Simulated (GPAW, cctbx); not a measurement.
## ZnCdSe4: what bonding does to one electron reflection, worked out

ZnCdSe4, I-4 (no. 82), a = 7.7624 Å, b = 7.7624 Å, c = 4.9214 Å, α = 90.00°, β = 90.00°, γ = 90.00°.

```csv
atom,mult.,x,y,z
Cd1,2,1/2,0,3/4
Se1,8,0.6436,0.3151,0.8400
Zn1,2,0,0,0
```

The start was made by putting kin elements into a known structure type; the compound need not exist, or be stable, in this form.

A DFT run (GPAW, PBE, 450 eV, 5×5×5 k-points, Fermi–Dirac width 0.05 eV) gives the static X-ray structure factor of 110 as 29.007 e for the conventional cell; superposed free atoms give 28.670 e. **Problem.** Find the Fourier component V of the crystal potential and the two-beam extinction distance at 300 kV in both cases.

## Step 1: Geometry

The cell volume is Ω = 296.54 Å³ and d(110) = 5.4888 Å, so g = 1/d = 0.1822 Å⁻¹.

## Step 2: The nuclei

Electrons feel nuclei as well as electrons, so the nuclear charges are summed with the same phases.

Phase sums Σ exp(2πi h·x), turned so that the total is real and positive: Cd -2.000, Se +1.972, Zn +2.000. Then F_Z = 48 × (-2.000) + 34 × (+1.972) + 30 × (+2.000) = 31.06 e. The electron term has the same sign for this reflection.

## Step 3: Mott–Bethe

Poisson's equation, term by term, gives V = (e/4πε₀)(F_Z − F)/(πΩg²), with e/4πε₀ = 14.3996 V Å.

The prefactor is 14.3996 × 5.4888²/(π × 296.54) = 0.46566 V per electron. Free atoms: (31.06 − 28.670) × 0.46566 = 1.114 V. Crystal: (31.06 − 29.007) × 0.46566 = 0.957 V. F changes by +1.18 % and V by -14.1 %: the same 0.34 e is measured against F_Z − F = 2.4 e in place of F = 28.7 e.

## Step 4: Extinction distance

In the two-beam case ξ = 1/(λU) with U = 2γm₀eV/h², that is ξ = 150.41 V Å²/(γλV).

At 300 kV, λ = 0.01969 Å and γ = 1.5871. Free atoms: ξ = 4320 Å. Crystal: ξ = 5029 Å. The thickness fringes go as sin²(πt/ξ), so the two patterns slip by a quarter of a period when t|1/ξ₁ − 1/ξ₀| = 1/4, at t ≈ 767 nm. Thermal motion, absorption and many-beam coupling, left out here, change a real pattern.

## Step 5: Answer

V(110) is 0.96 V against 1.11 V, and ξ is 5029 against 4320 Å. Limits: static atoms, two beams.

[Outputs are excerpts: Python notices, other lines and further rows are left out; steps that failed or that the build refused (PBEsol, TPSS) are not shown.]

[Logs are printed without paths, hosts, clocks, repeated set-up lines and the standing remarks that a program may print on its own settings, such as how far it seeks lower states.]
